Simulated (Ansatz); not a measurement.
# Relaxing SiC(10-10)/MgS(100) interface (76 atoms)

How does SiC(10-10)/MgS(100) interface (76 atoms) relax, and what do bonds, charges and levels look like afterwards?

Main program and level: Ansatz 0.2.0; Kohn-Sham DFT, PBE, PAW (set soft_2), plane waves.

This is a report of a sequence of runs, with most program output left out.

**1. The starting structure**

The cell holds 76 atoms: 24 Si, 24 C, 14 Mg and 14 S. Its edges and angles: a = 11.823 Å, b = 7.958 Å, c = 10.748 Å, α = 90.0°, β = 90.0°, γ = 98.0°. It derives from SiC and MgS. Wurtzite SiC(10-10), 2 repeat layers, 6 surface cells, strained -0.00 and +0.00 %; rock-salt MgS(100), 2 layers, 7 cells, +1.68 and -3.21 %; outer planes 2.43 Å apart and 2.15 Å at the second interface of the periodic stack; not relaxed, displaced by a Gaussian of 0.02 Å. Regions: SiC, 48 atoms (24 Si and 24 C); MgS, 28 atoms (14 Mg and 14 S).

Before any run, some limits are plain. The host structure and its lattice constant were typed by rule, without a check against the phase diagram.

**2. Single point at the start**

The forces at the start show how far the geometry lies from a minimum of this functional.

input.yaml reads:

```yaml
crystal:
  lattice:
    - [11.8227, 0.0, 0.0]
    - [-1.10952, 7.88027, 0.0]
    - [0.0, 0.0, 10.74772]
  atoms:
    - { symbol: Si, position: [0.66589, 0.33604, 0.99843] }
    - { symbol: C, position: [0.7937, 0.46316, 0.08219] }
    - { symbol: Si, position: [0.9169, 0.33836, 0.08399] }
    - { symbol: C, position: [0.87493, 0.13036, 4.0e-05] }
    - { symbol: Si, position: [0.75322, 0.49907, 0.24663] }
    - { symbol: C, position: [0.70844, 0.29309, 0.33509] }
    - { symbol: Si, position: [0.83559, 0.1648, 0.33062] }
    - { symbol: C, position: [0.95773, 0.29252, 0.24775] }
[... 64 atom lines left out ...]
    - { symbol: Mg, position: [0.77733, 0.32466, 0.55566] }
    - { symbol: S, position: [0.7121, 0.61033, 0.55793] }
    - { symbol: Mg, position: [0.70791, 0.60524, 0.80007] }
    - { symbol: S, position: [0.49145, 0.46972, 0.80153] }
kpoints:
  mp_grid: { grid: [1, 2, 1] }
hamiltonian:
  xc: pbe
scf:
  occupations: { method: gaussian, width: 0.025 }
output:
  forces: true
  stress: true
  populations: true
  dos:
    method: { smearing: { sigma: 0.15 } }
    de: 0.1
    projected:
      site_lists:
        C: [C]
        Mg: [Mg]
        S: [S]
        Si: [Si]
        SiC: [0, 1, 2, 3, 4, 5, 6, 7, 8, 9, 10, 11, 12, 13, 14, 15, 16, 17, 18, 19, 20, 21, 22, 23, 24, 25, 26, 27, 28, 29, 30, 31, 32, 33, 34, 35, 36, 37, 38, 39, 40, 41, 42, 43, 44, 45, 46, 47]
        MgS: [48, 49, 50, 51, 52, 53, 54, 55, 56, 57, 58, 59, 60, 61, 62, 63, 64, 65, 66, 67, 68, 69, 70, 71, 72, 73, 74, 75]
  eigenvalues: true
```

Launch:

```sh
> ansatz run input.yaml --threads 4 --pin off --max-ram 8192MiB --backend cpu --events-out ev --progress --plain --runs-dir out
```

Run time: 15 s. Hardware: 4 threads of Intel Xeon Platinum 8488C (Sapphire Rapids), shared host; peak memory 2.9 GiB.

Read from the output:

```yaml
free_energy: -60851.2340 eV
free_energy_per_atom: -800.6741 eV/atom
scf_cycles: 10
pressure: 3.423 GPa
r_m_s_force_component: 1.048 eV/Å
longest_force: 3.108 eV/Å
fermi_energy: 9.034 eV
levels_partly_filled_by_over_2_per_cent: 3
spilling_of_the_projection: 0.01146
```

The r.m.s. force component of 1.0 eV/Å and the pressure of 3.4 GPa set the starting point.

Length of the force by element:

```tsv
element	coordination	atoms	mean length of the force (eV/Å)	spread	least	most
C	all	24	1.62	0.603	0.357	2.86
Mg	all	14	1.35	0.599	0.541	2.66
S	all	14	1.14	0.424	0.380	2.06
Si	all	24	2.23	0.574	0.898	3.11
```

**3. Relaxation**

The atoms are relaxed in the fixed cell, aiming at the force tolerance of the input.

input.yaml, the sections that differ from step 2:

```yaml
output:
  forces: true
relax:
  f_tol: 0.05
  max_steps: 200
# crystal, kpoints, hamiltonian, scf: as in step 2
```

The job ended after 63 s (4 threads; peak memory 3 GiB).

The steps of the relaxation:

```tsv
step	energy less that of the first step (eV)	largest force component (eV/Å)
1	0.0000	2.9299
2	-7.3676	1.8121
3	-10.6300	1.7701
4	-11.8203	0.9780
5	-12.3996	1.5381
6	-12.6296	0.4105
7	-12.4866	0.6585
8	-12.6922	0.0629
9	-12.6866	0.1103
10	-12.7015	0.0301
```

Relaxation steps 7, 9 were tried and not accepted.

The atoms that moved most (Å):

```tsv
atom	dx	dy	dz	length
Mg69	0.233	-0.244	-0.479	0.586
S72	-0.526	0.187	0.122	0.571
S68	-0.082	-0.219	-0.496	0.549
Mg53	0.423	-0.270	-0.216	0.546
Mg73	-0.422	0.093	-0.288	0.520
S54	0.285	-0.394	-0.179	0.518
S76	-0.048	0.072	0.492	0.499
Mg75	-0.133	0.457	-0.002	0.476
```

The relaxation changed the energy by -167 meV/atom, and atoms moved by 0.28 Å r.m.s., 0.59 Å at most.

**4. Local order after relaxation**

Density 2.90 g/cm³, 13.18 Å³ an atom.

g(r), total and by pair (bins of 0.2 Å):

```tsv
r (Å)	total	C-C	C-Si	C-Mg	C-S	Si-Si	Si-Mg
1.70	0.40	0.00	1.99	0.00	0.00	0.00	0.00
1.90	2.91	0.00	14.39	0.00	0.36	0.00	0.00
2.10	0.19	0.00	0.49	0.50	0.00	0.00	0.00
2.30	0.29	0.00	0.00	0.71	0.00	0.00	0.00
2.50	0.80	0.00	0.00	0.40	0.00	0.00	0.00
2.70	0.46	0.00	0.00	0.33	0.00	0.18	0.33
2.90	1.02	2.06	0.00	0.15	0.70	4.39	0.86
3.10	3.03	13.49	1.05	0.48	0.59	10.96	1.11
3.30	1.00	0.39	1.15	0.66	1.40	0.66	0.98
3.50	1.52	0.00	4.13	0.79	1.07	0.00	0.77
3.70	1.16	0.00	2.53	0.61	0.78	0.00	0.86
3.90	0.48	0.00	0.00	0.84	0.31	0.27	0.84
4.10	0.53	0.41	0.00	1.06	0.71	0.57	0.29
4.30	0.96	1.41	1.34	0.38	0.39	1.25	0.45
4.50	1.07	0.84	2.62	0.77	0.53	0.63	0.58
4.70	0.94	0.00	3.26	0.59	0.48	0.00	0.48
4.90	0.67	0.40	0.35	0.89	1.03	0.62	0.54
5.10	0.89	1.65	0.03	0.82	0.69	1.96	0.95
5.30	1.25	3.55	0.10	0.68	1.00	3.21	1.09
5.50	0.94	0.47	0.86	0.94	1.14	0.33	1.29
5.70	1.17	0.58	0.85	1.38	1.21	1.01	1.47
5.90	1.25	2.82	0.71	0.95	1.16	2.15	0.92
6.10	1.30	1.15	1.11	1.62	1.24	1.38	1.25
6.30	1.11	0.14	1.46	1.44	1.31	0.18	1.25
6.50	0.90	0.00	1.30	1.35	1.16	0.00	1.17
6.70	0.74	0.00	0.47	1.21	1.38	0.00	1.06
6.90	0.90	0.67	0.96	0.95	1.18	0.67	1.40
7.10	0.72	0.11	0.48	1.31	0.99	0.35	0.98
```

**5. Single point at the relaxed geometry**

The electronic structure is read at the final geometry, in a run of its own.

input.yaml reads:

```yaml
crystal:
  lattice:
    - [11.8227, 0.0, 0.0]
    - [-1.10952, 7.88027, 0.0]
    - [0.0, 0.0, 10.74772]
  atoms:
    - { symbol: Si, position: [0.67745, 0.33944, 0.00725] }
    - { symbol: C, position: [0.79987, 0.46308, 0.08559] }
    - { symbol: Si, position: [0.92073, 0.33319, 0.08123] }
    - { symbol: C, position: [0.87955, 0.12274, 0.00293] }
    [... 66 atom lines left out ...]
    - { symbol: Mg, position: [0.02198, 0.46161, 0.80764] }
    - { symbol: S, position: [0.73604, 0.34659, 0.81256] }
    - { symbol: Mg, position: [0.74274, 0.33646, 0.52883] }
    - { symbol: S, position: [0.69945, 0.62551, 0.57147] }
    - { symbol: Mg, position: [0.70206, 0.66317, 0.79986] }
    - { symbol: S, position: [0.48828, 0.4788, 0.84728] }
kpoints:
  mp_grid: { grid: [1, 2, 1] }
hamiltonian:
  xc: pbe
scf:
  occupations: { method: gaussian, width: 0.025 }
output:
  forces: true
  stress: true
  populations: true
  dos:
    method: { smearing: { sigma: 0.1 } }
    de: 0.1
    projected:
      site_lists:
        C: [C]
        Mg: [Mg]
        S: [S]
        Si: [Si]
        SiC: [0, 1, 2, 3, 4, 5, 6, 7, 8, 9, 10, 11, 12, 13, 14, 15, 16, 17, 18, 19, 20, 21, 22, 23, 24, 25, 26, 27, 28, 29, 30, 31, 32, 33, 34, 35, 36, 37, 38, 39, 40, 41, 42, 43, 44, 45, 46, 47]
        MgS: [48, 49, 50, 51, 52, 53, 54, 55, 56, 57, 58, 59, 60, 61, 62, 63, 64, 65, 66, 67, 68, 69, 70, 71, 72, 73, 74, 75]
  eigenvalues: true
  write_density: true
  write_potential: true
  volumetric_format: npy
```

The job ended after 14 s (4 threads; peak memory 2.9 GiB).

The run gave:

```yaml
free_energy: -60863.9355 eV
free_energy_per_atom: -800.8413 eV/atom
scf_cycles: 8
pressure: 7.295 GPa
r_m_s_force_component: 0.00811 eV/Å
longest_force: 0.03298 eV/Å
fermi_energy: 9.191 eV
spacing_of_highest_filled_and_lowest_empty_level: 0.3378 eV
spilling_of_the_projection: 0.01101
```

Löwdin charges by element (they lack the spilled electrons, 0.060 e an atom on average):

```tsv
element	coordination	atoms	mean charge (e)	spread	least	most
C	all	24	-1.05	0.097	-1.21	-0.812
Mg	all	14	1.46	0.0178	1.42	1.48
S	all	14	-1.02	0.198	-1.23	-0.535
Si	all	24	0.982	0.122	0.602	1.08
```

By region:

```tsv
region	atoms	mean length of the force (eV/Å)
SiC	48	0.01
MgS	28	0.016
```

States in the cell by windows of 1 eV, zero at the Fermi level; the larger projections on atomic orbitals stand beside the total:

```tsv
from (eV)	to (eV)	total	SiC	C p	MgS	S p	Si p	Si s
-18	-17	0.0	0.0	0.0	0.0	0.0	0.0	0.0
-17	-16	2.0	1.5	0.1	0.5	0.0	0.2	0.6
-16	-15	6.6	5.8	0.4	0.8	0.0	1.2	2.0
-15	-14	9.8	7.4	0.6	2.3	0.1	2.0	2.2
-14	-13	19.5	8.7	0.7	10.8	0.2	2.8	2.0
-13	-12	24.8	13.8	0.9	10.9	0.1	4.2	2.2
-12	-11	13.4	12.1	0.5	1.2	0.2	4.0	1.0
-11	-10	0.0	0.0	0.0	0.0	0.0	0.0	0.0
-10	-9	3.0	2.8	1.4	0.1	0.1	0.5	0.8
-9	-8	18.0	16.8	8.3	1.1	0.8	2.5	5.0
-8	-7	11.5	10.3	4.9	1.1	0.8	2.4	1.7
-7	-6	19.9	15.4	7.9	4.4	3.4	4.8	1.5
-6	-5	34.8	19.1	10.5	15.4	12.8	6.1	1.3
-5	-4	32.3	20.0	12.3	11.8	10.6	6.1	0.9
-4	-3	40.0	22.0	15.0	17.1	16.4	5.8	0.5
-3	-2	40.1	19.8	14.8	19.3	18.7	4.4	0.3
-2	-1	21.7	13.6	11.1	7.3	7.0	1.8	0.2
-1	0	6.6	4.5	2.9	1.8	1.5	1.2	0.2
0	1	6.7	4.8	1.4	1.2	0.7	2.8	0.5
1	2	11.4	6.7	2.0	3.2	1.2	3.5	0.8
2	3	18.7	8.7	1.8	5.0	1.3	4.6	1.2
3	4	28.7	14.2	2.6	5.3	1.4	7.3	2.0
4	5	32.6	14.9	3.1	4.3	1.2	7.7	2.2
```

The stored curve holds about 304 of the 416 electrons; the rest, give or take the few that broadening carries across the Fermi level, lie in deeper levels below its range.

The levels nearest the highest filled one (over half full), pooled over k-points and spins:

```tsv
level less the highest filled one (eV)	occupation
-0.840	2
-0.787	2
-0.766	2
-0.625	2
-0.0539	2
0	2
0.338	0
0.340	0
0.724	0
0.791	0
0.897	0
0.979	0
```

Planar average of the electrostatic potential energy along the normal, with the Fermi level as zero, after a running mean with a triangular window 4 Å wide at its base:

```tsv
height (Å)	potential energy (eV)
0.0	-8.14
0.3	-8.81
0.6	-9.24
0.9	-9.36
1.2	-9.23
1.5	-9.00
1.8	-8.87
2.1	-8.92
2.4	-9.10
2.7	-9.24
3.0	-9.16
3.3	-8.79
3.6	-8.15
3.9	-7.35
4.2	-6.55
4.5	-5.92
4.8	-5.56
5.1	-5.48
5.5	-5.66
5.8	-5.69
6.1	-5.53
6.4	-5.20
6.7	-4.88
7.0	-4.68
7.3	-4.66
7.6	-4.81
7.9	-5.12
8.2	-5.47
8.5	-5.71
8.8	-5.75
9.1	-5.65
9.4	-5.61
9.7	-5.78
10.0	-6.23
10.3	-6.92
10.6	-7.74
```

Valence density in the ca plane at fractional y = 0.149, with atoms of Si and C and S and Mg within 0.2 Å of it. It is the smooth field of the valence electrons, not physical close to the nuclei.

Ten steps, logarithmic in the rise over the least value, from '_' (0 e/Å³) to '@' (21 e/Å³), each cell a mean:
```
::::....____........____________________..::::::::..____....
==--::..____..........______........________......____..::--
====--..______..::..........::::--::..________::--....::--==
==--::..______....____..::::--------::..____..--==::....::==
::::....______............::::----::..________....______..::
........______....::::..............________________________
..::::::..______........____________________________________
::--==--::..............__________________________________..
::======--::::........________..::::..____________________..
::--====--::::..__....______..--------::..__......________..
..::::::..............____..::--------::....++%%**..________
........__..........______..::--------::..::**%%##::______..
::::::..____........________..::::::::..____..--::________..
--==--::..____........________......________......______..::
======::..____..........__________________....::....____..--
====--::..__..............____........____..::::::..____..::
::::::....__............................__....::....______..
__......______............____........________....__________
....::::..____..........____________________________________
::------::............______________________________________
::======--::::........______--++--..____..::::::::..______..
::--====--::..__........__::##@@%%--....::--------::..____..
..::::::::::......::....__::**@@##--....----::::--::..____..
......................______..::..____..::--------::______..
```
Columns run along c (10.7 Å), rows up along a (11.8 Å). Atoms in or near the plane, at fractional coordinates: Si at (0.32, 0.83), C at (0.03, 0.38), C at (0.08, 0.64), Si at (0.26, 0.59), C at (0.08, 0.13), Si at (0.25, 0.08), S at (0.75, 0.06), Mg at (0.51, 0.08).

Electrostatic potential energy in the ca plane at fractional y = 0.149, with atoms of Si and C and S and Mg within 0.2 Å of it. With pseudopotentials it is smooth inside the atoms' cores, unlike the true potential.

Values in eV, 13 rows by 16 columns, each cell a mean:
```
  0   8  10   9   8   9  10  10   9  11  12   8   5   8  11   6
-34   5  11   8 -13 -28  -4   5  -6   4  11   6  -9  -7   7 -17
  6   8  10   7 -19 -37  -8   5  -3   6  11   7  -1   0   9   9
  8   5   9  10   7   6  10  11  10  11  12  11  11  11  11  11
 -6 -41  -6  -7 -20   0  11  11   9   9  11  11   9  10  11  11
  5  -3   4 -21 -41  -9  10   7 -20 -21   4  -2 -25  -7   8   9
  5   7  10   7   4   9  12   9  -9 -10   7  -2 -26  -7   8   9
-27  -6  11  10   6   4   8  10   8   8  10  10   7   9  12   5
-16  -2   9   6 -24 -39  -5   8   7   7  10  10   6   9  12   8
 10   6   8   8  -5 -13   4  10   9   9  11  10   6   8  11  12
  3 -12   5   7   6   9  10   8   6   9  12  10   9  10  12  11
 -6 -33  -5 -28 -33   1   7 -18 -37  -5   8 -10 -15   4  12  11
  5   7   5 -17 -21   4   8  -7 -21   1   7 -19 -23  -1  11   9
```
Columns run along c (10.7 Å; values clipped at the 3rd and 97th percentile), rows up along a (11.8 Å). Atoms in or near the plane, at fractional coordinates: Si at (0.32, 0.83), C at (0.03, 0.38), C at (0.08, 0.64), Si at (0.26, 0.59), C at (0.08, 0.13), Si at (0.25, 0.08), S at (0.75, 0.06), Mg at (0.51, 0.08).

Mean Löwdin charges: C -1.05, Mg +1.46, S -1.02, Si +0.98 e (they miss 1.1 % of the electrons, so they add up to more than the cell's charge). Within 0.4 eV of the Fermi level the largest share is Si p (44 % of the projected weight).

Local excerpt of 16 atoms (numbers count through the whole input) about S76, whose charge lies farthest from its element's mean; x, y, z are measured from there.

```tsv
atom	x	y	z	distance (Å)	Löwdin charge (e)
S76	0.00	0.00	0.00	0.00	-0.53
C36	0.71	-0.20	1.70	1.85	-0.81
Mg51	-1.00	2.26	-0.56	2.54	1.44
Mg63	0.85	-2.32	-0.76	2.58	1.44
Mg75	2.32	1.45	-0.51	2.79	1.47
Mg67	-2.42	-1.49	-0.63	2.91	1.42
Si11	-0.67	-1.11	2.63	2.93	1.08
Mg49	0.13	-0.05	-2.95	2.96	1.44
Si35	1.00	1.48	2.50	3.07	1.06
Si1	2.39	-1.10	1.72	3.14	0.96
S72	3.08	-1.04	-0.37	3.27	-0.82
Si33	-2.17	1.58	1.93	3.30	0.87
C10	-2.27	-0.13	2.53	3.40	-0.97
S52	-3.26	0.85	-0.84	3.47	-1.14
C12	-0.87	-2.77	1.99	3.51	-1.01
C34	-0.63	2.46	2.48	3.55	-0.96
```

**6. A changed input**

The input is spoilt on purpose; the run shows how that looks.

This step: Kohn-Sham DFT, PBE, PAW (set soft_2), localised support functions (medium) (Ansatz 0.2.0).

input.yaml reads:

```yaml
crystal:
  lattice:
    - [11.8227, 0.0, 0.0]
    - [-1.10952, 7.88027, 0.0]
    - [0.0, 0.0, 10.74772]
  atoms:
    [... the 76 atom lines of step 2 ...]
kpoints:
  mp_grid: { grid: [1, 2, 1] }
hamiltonian:
  xc: pbe
scf:
  occupations: { method: gaussian, width: 0.025 }
  eigensolver: { kind: { support_functions: { accuracy: medium, spacing: 0.6 } } }
  max_iter: 50
output:
  forces: true
```

Run time: 49 s. Hardware: 4 threads; peak memory 1.7 GiB.

The program notes that the band table was not solved further than the SCF left it, the forces don't sum to zero within tolerance, the grid leaves an egg-box force and it switched symmetry off.

The run converged on the changed input; its numbers don't describe the system as set up.

The fault in the input: a grid far too coarse (support_functions.accuracy = "medium" and support_functions.spacing = 0.6). The fix is to leave the spacing at the level's default.

Against the single point at the start:

| Property | Result |
| --- | --- |
| r.m.s. difference of force components | 12060 meV/Å |
| longest difference of force vectors | 65380 meV/Å |
| force difference over r.m.s. force | 1151 % |
| energy difference | 29330 meV/atom |

**7. Outcome**

| Quantity | Value |
| --- | --- |
| energy change in the relaxation | -167.1 meV/atom |
| r.m.s. displacement | 0.28 Å |
| largest displacement | 0.586 Å |
| free energy per atom | -800.8413 eV/atom |
| density | 2.904 g/cm³ |
| pressure | 7.295 GPa |
| r.m.s. force component | 0.00811 eV/Å |
| gap (highest filled to lowest empty level) | 0.3378 eV |
| wall time of the 4 DFT runs | 2.3 min |

What this shows: Relaxation lowers the energy by 167 meV/atom and moves atoms by 0.28 Å r.m.s.; the r.m.s. force component goes from 1.0 to 0.0081 eV/Å, the pressure goes from 3.4 to 7.3 GPa. From the first step to the last the energy fell by 12.702 eV, and the largest move was 0.59 Å (Mg69). The highest filled and lowest empty levels differ by 0.338 eV on the run's k-points; the mesh holds the band edges only if they fold onto it, so the gap at this level can be narrower or closed, while semilocal functionals tend to narrow gaps against experiment.

What to keep in mind: The pressure of 7.3 GPa means that a free cell would grow at this level.

[Logs are printed without paths, hosts, clocks, repeated set-up lines and the standing remarks that a program may print on its own settings, such as how far it seeks lower states.]

[Hosts, paths, dates, database ids (printed as entryN), source tags and the programs' standing remarks are cut or masked in the printed files.]
